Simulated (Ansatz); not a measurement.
# BiH3 (model cell, started as ReO3 type): a soft mode frozen in, part 3 of 3

Wanted: the energy along a soft mode of BiH3 (model cell, started as ReO3 type) and the structure at the end.

Ansatz 0.2.0; DFT PBEsol, scalar-relativistic, plane waves, PAW.

So far. Step 4 (The mode frozen in, largest atomic shift 0.22 Å): The run ends at a pressure of 2.20 GPa, with forces up to 0.059 eV/Å. Step 5 (Energy along the mode, all amplitudes (two of the runs …): The lowest step is at 0.22 Å, 34.7 meV/atom below the parent, and the energy rises beyond it.

The structure was built from a prototype and need not be the compound's stable phase.

## (7) The new phase in its own primitive cell

The relaxed structure is symmetrised, reduced to its primitive cell and relaxed tightly, as its phonons need.

Contents of input.yaml:

```yaml
crystal:
  lattice:
    - [3.8494894568, -2.4670367358, 0.0]
    - [3.8494894568, 2.4670367358, 0.0]
    - [0.0, 0.0, 8.2355337222]
  atoms:
    - { symbol: Bi, position: [0.9402744624, 0.0597255376, 0.75] }
    - { symbol: Bi, position: [0.0597255376, 0.9402744624, 0.25] }
    - { symbol: H, position: [0.0356430075, 0.6304676237, 0.75] }
    - { symbol: H, position: [0.9643569925, 0.3695323763, 0.25] }
    - { symbol: H, position: [0.6304676237, 0.0356430075, 0.25] }
    - { symbol: H, position: [0.3695323763, 0.9643569925, 0.75] }
    - { symbol: H, position: [0.0, 0.0, 0.0] }
    - { symbol: H, position: [0.0, 0.0, 0.5] }
kpoints:
  mp_grid: { grid: [6, 6, 4] }
hamiltonian:
  xc: pbesol
scf:
  occupations: { method: fixed }
output:
  forces: true
  stress: true
  eigenvalues: true
relax:
  adjacent_minimum: "off"
  f_tol: 0.001
  max_steps: 60
  cell: { stress_tol: 0.01 }
```

Command:

```bash
ansatz run input.yaml --threads 4 --pin off --max-ram 7168MiB --backend cpu --events-out ev --progress --plain --runs-dir out
```

Standard output:

```text
[...]
Crystal: 8 atoms, lattice volume = 156.423 Å³
Basis set: ecut = 420 eV, 3051 PW (Γ), exchange–correlation on 64×64×120 points (8 copies of the dense FFT grid, shifted against one another)
Bands: 26, of which v1, the nominal top of the filled ones, is band 18 counted from 1 (17 counted from 0)
Symmetry: 8 space group operations
[...]
k-points: 39 of 144
[...]
- [3.872711, 2.455551, 0.0]
    - [0.0, 0.0, 8.233779]
  atoms:
    - { symbol: Bi, position: [0.939780, 0.060220, 0.750000] }
    - { symbol: Bi, position: [0.060220, 0.939780, 0.25] }
    - { symbol: H, position: [0.037397, 0.630962, 0.750000] }
    - { symbol: H, position: [0.962603, 0.369038, 0.25] }
    - { symbol: H, position: [0.630962, 0.037397, 0.25] }
    - { symbol: H, position: [0.369038, 0.962603, 0.750000] }
    - { symbol: H, position: [0, 0, 0] }
    - { symbol: H, position: [0, 0, 0.5] }
[key lines of the parts left out:]
SCF converged after 6 iterations
Free energy (F): -24574.580601 eV
Fermi energy:    2.467921 eV
P = ⅓ Tr σ = 0.0008 GPa (0.008 kbar)
```

Wall time 17 s (4 threads of Arm Neoverse V2, shared host); peak memory 0.51 GiB; 64 s of CPU time.

Relaxation path:

| step | energy less that of the first step (eV) | largest force component (eV/Å) | pressure (GPa) | volume (Å³) |
| --- | --- | --- | --- | --- |
| 1 | 0.0000 | 0.0069 | 0.00 | 156.42 |
| 2 | 0.0001 | 0.0040 | 0.02 | 156.74 |
| 3 | 0.0002 | 0.0010 | 0.00 | 157.08 |
| 4 | 0.0002 | 0.0010 | 0.00 | 157.05 |
| 5 | 0.0000 | 0.0005 | 0.00 | 156.83 |
| 6 | -0.0001 | 0.0003 | 0.00 | 156.60 |
| 7* | -0.0002 | 0.0003 | 0.00 | 156.60 |

Relaxation steps marked * repeat the geometry before them on a plane-wave basis chosen anew for their cell, so energy and pressure can jump there.

Forces are held to the 8 operations that the program found; a distortion that breaks them can't arise in this run.

| conventional cell, symmetrised | before | after | change |
| --- | --- | --- | --- |
| a (Å) | 7.699 | 7.745 | +0.6 % |
| b (Å) | 4.934 | 4.911 | -0.5 % |
| c (Å) | 8.236 | 8.234 | -0.0 % |
| volume (Å³/atom) | 19.55 | 19.58 | +0.1 % |

Read from the output:

| Item | Value |
| --- | --- |
| pressure | 7.82e-4 GPa |
| gap on the k-mesh | 0.7265 eV |
| volume per atom | 19.58 Å³ |
| direct gap on mesh | 0.9547 eV |

The largest force component left is 0.29 meV/Å and the pressure is 0.001 GPa, within the tolerances set. The cell now holds 19.58 Å³/atom.

## (8) Modes of the new phase, k-mesh 6×6×4, occupations fixed

A relaxed structure may still be a saddle point, so its zone-centre modes are computed. The response to a homogeneous field gives the Born charges and the dielectric tensor, and its change with displacement the Raman tensors.

Contents of input.yaml:

```yaml
crystal:
  lattice:
    - [3.8727106916, -2.4555512217, 0.0]
    - [3.8727106916, 2.4555512217, 0.0]
    - [0.0, 0.0, 8.2337790689]
  atoms:
    - { symbol: Bi, position: [0.9397804029, 0.0602195971, 0.75] }
    - { symbol: Bi, position: [0.0602195971, 0.9397804029, 0.25] }
    - { symbol: H, position: [0.0373971923, 0.6309616823, 0.75] }
    - { symbol: H, position: [0.9626028077, 0.3690383177, 0.25] }
    - { symbol: H, position: [0.6309616823, 0.0373971923, 0.25] }
    - { symbol: H, position: [0.3690383177, 0.9626028077, 0.75] }
    - { symbol: H, position: [0.0, 0.0, 0.0] }
    - { symbol: H, position: [0.0, 0.0, 0.5] }
kpoints:
  mp_grid: { grid: [6, 6, 4] }
hamiltonian:
  xc: pbesol
scf:
  occupations: { method: fixed }
output:
  eigenvalues: true
phonons:
  method: dfpt
  dielectric: true
  rigid_motions: translations
  raman: true
```

Standard output:

```text
Engine: ansatz 0.2.0, aarch64-unknown-linux-gnu
Pseudopotentials: kind: paw
Pseudopotential: Bi, paw, valence charge 15, recommended cutoff 420 eV (normal), Bi.paw.azcp
Pseudopotential: H, paw, valence charge 1, recommended cutoff 420 eV (normal), H.paw.azcp
Functional definition: PBEsol
  exchange = pbesol_x
  correlation = pbesol_c
Crystal: 8 atoms, lattice volume = 156.601 Å³
Basis set: ecut = 420 eV, 3071 PW (Γ), exchange–correlation on 64×64×120 points (8 copies of the dense FFT grid, shifted against one another)
Bands: 26, of which v1, the nominal top of the filled ones, is band 18 counted from 1 (17 counted from 0)
Symmetry: 8 space group operations
k-points: 76 of 144 (irreducible under 1 space group operation, time reversal used)
Non-local potential: Bi, projectors of the file, l = 0: 2, l = 1: 2, l = 2: 2, l = 3: 2
Non-local potential: H, projectors of the file, l = 0: 2, l = 1: 1
PAW form: soft (Blöchl's): semilocal exchange-correlation on the pseudo side does not see the compensation charge
PAW frozen core: Bi, regenerated for the run's functional, and the local potential with it (the file was generated under x = pbe(κ = 0.804, μ = 0.219515), c = pbe(β = 0.066725))
PAW one-centre angular grid: Bi, 590 points (default); XC on 64 Gauss nodes
PAW one-centre angular grid: H, 110 points (default); XC on 64 Gauss nodes
Initial density: superposition of atomic densities (neutral atoms: chi_scale 0, normalization atom), corrected by the library's trained network
Initial wavefunctions: pseudopotential atomic-orbital guess
Functional: x = pbesol(κ = 0.804, μ = 0.123457), c = pbesol(β = 0.046)
SCF iter   1: F=—  HF=-24574.593440 eV  |F-HF|=—  |Δ(HF+E_count)|=         —  Δρ=5.95e-3  dr2=5.70e-2  ethr=1.77e-3  ⟨swp⟩=5.0  Hψ=7938  notcnv=0  defer=413
preconditioner: auto → Resta (q_TF=auto, 2.135 Å⁻¹)  ε∞=2.5  [insulator: Δε(μ)=0.713 eV  Ē_g=9.701 eV  n_scr=22 (ndim 8)  ℏωp=11.9 eV  f_vac=0.190  ε∞_Penn≈2.5]
SCF iter   2: F=—  HF=-24574.580364 eV  |F-HF|=—  |Δ(HF+E_count)|=   1.31e-2  Δρ=2.05e-3  dr2=6.56e-3  ethr=1.58e-4  ⟨swp⟩=2.0  Hψ=2728  notcnv=0  defer=456
SCF iter   3: F=—  HF=-24574.580197 eV  |F-HF|=—  |Δ(HF+E_count)|=   1.67e-4  Δρ=4.26e-4  dr2=3.24e-4  ethr=1.82e-5  ⟨swp⟩=2.0  Hψ=2354  notcnv=0  defer=456
SCF iter   4: F=—  HF=-24574.580563 eV  |F-HF|=—  |Δ(HF+E_count)|=   3.66e-4  Δρ=1.01e-4  dr2=2.42e-5  ethr=9.00e-7  ⟨swp⟩=2.0  Hψ=2498  notcnv=0  defer=456
SCF iter   5: F=—  HF=-24574.580612 eV  |F-HF|=—  |Δ(HF+E_count)|=   4.88e-5  Δρ=1.88e-5  dr2=1.06e-6  ethr=6.72e-8  ⟨swp⟩=2.0  Hψ=2366  notcnv=0  defer=366
SCF iter   6: F=—  HF=-24574.580601 eV  |F-HF|=—  |Δ(HF+E_count)|=   1.10e-5  Δρ=5.87e-6  dr2=5.49e-8  ethr=2.94e-9  ⟨swp⟩=2.0  Hψ=2374  notcnv=0  defer=230
SCF iter   7: F=—  HF=-24574.580601 eV  |F-HF|=—  |Δ(HF+E_count)|=   2.31e-7  Δρ=1.00e-6  dr2=2.10e-9  ethr=1.53e-10  ⟨swp⟩=2.2  Hψ=2792  notcnv=0  defer=232
SCF iter   8: F=-24574.580601 eV  HF=-24574.580601 eV  |F-HF|=1.20e-10  |Δ(HF+E_count)|=   1.03e-8  Δρ=2.08e-7  dr2=7.48e-11  ethr=1.00e-12  ⟨swp⟩=13.6  Hψ=16557  notcnv=0
SCF 1 converged in 8 iterations: F = -24574.580601 eV  dr2 = 7.48e-11
[...]
NSCF: frozen V_eff on 2 k-points
DFPT response loops at Γ: preconditioner auto → none (the input reference at scf.mixing.eps_inf says where Resta's filter doesn't serve); β = 0.50; Broyden in place of MSR1
── the response to a field inside a basis, on 12×12×12 k-points: an SCF that follows is theirs, and a resumed run solves both again ──
Bands: 19, of which v1, the nominal top of the filled ones, is band 18 counted from 1 (17 counted from 0)
k-points: 252
[...]
Eigensolver: Dense (252 Hₖ)
[...]
SCF 1 converged in 7 iterations: F = -24574.620777 eV  dr2 = 2.73e-11
[...]
DFPT response loops at Γ: mixed as the last ones told, above
DFPT response loops at Γ: mixed as the last ones told, above
```

Elapsed: 18 min, on 4 threads; peak memory 3.4 GiB.

The run was cut off at the time limit after its SCF cycle had converged; no result of it is taken.

The program's message: “Warning: RAYON”

## (9) Summary of results

* unstable mode of the parent: q = (0, 0, -0.5), 1348i cm⁻¹
* depth at the lowest point sampled: 34.7 meV/atom
* largest atomic shift at that point: 0.22 Å
* space group reached: Cmcm
* energy gained over the parent (first relaxation, on the mesh of the frozen mode): 78.4 meV/atom
* volume per atom, phase reached: 19.6 Å³
* gap on the k-mesh, phase reached: 0.727 eV

**Reading.** Along this mode the structure falls into Cmcm, 78.4 meV/atom below the parent. At the parent's cell the well is 34.69 meV/atom deep on the steps tried, with its lowest point at a shift of 0.22 Å. Relaxing atoms and cell changes the gain by +43.69 meV/atom against the lowest step (energies at zero smearing). The modes of the phase reached were not computed. Of the 4 patterns followed from this parent, this one reaches the lowest energy. Differences under 1.0 meV/atom are within the error of comparing unlike cells and meshes, so the order among close phases is not settled. Each path keeps the symmetry of its pattern, so a lower phase may lie along a pattern not tried. With no gap, or one that is small against the smearing, the frequencies hang on the k mesh and the smearing, most of all near Kohn anomalies. Spin-orbit coupling is left out, which can matter for the heavy elements here. A phonon run warned that its eigensolver left some bands unconverged in a pass. The starting cell was built on a prototype and not taken from a measurement, so the phase need not exist.

[Long decimals in the printed logs are rounded to 6 places.]

[Logs are printed without paths, hosts, clocks, repeated set-up lines and the standing remarks that a program may print on its own settings, such as how far it seeks lower states.]

[Hosts, paths, dates, database ids (printed as entryN), source tags and the programs' standing remarks are cut or masked in the printed files.]

[Where the starting crystal was built by hand or by swapping elements, it need not be the compound's stable phase.]
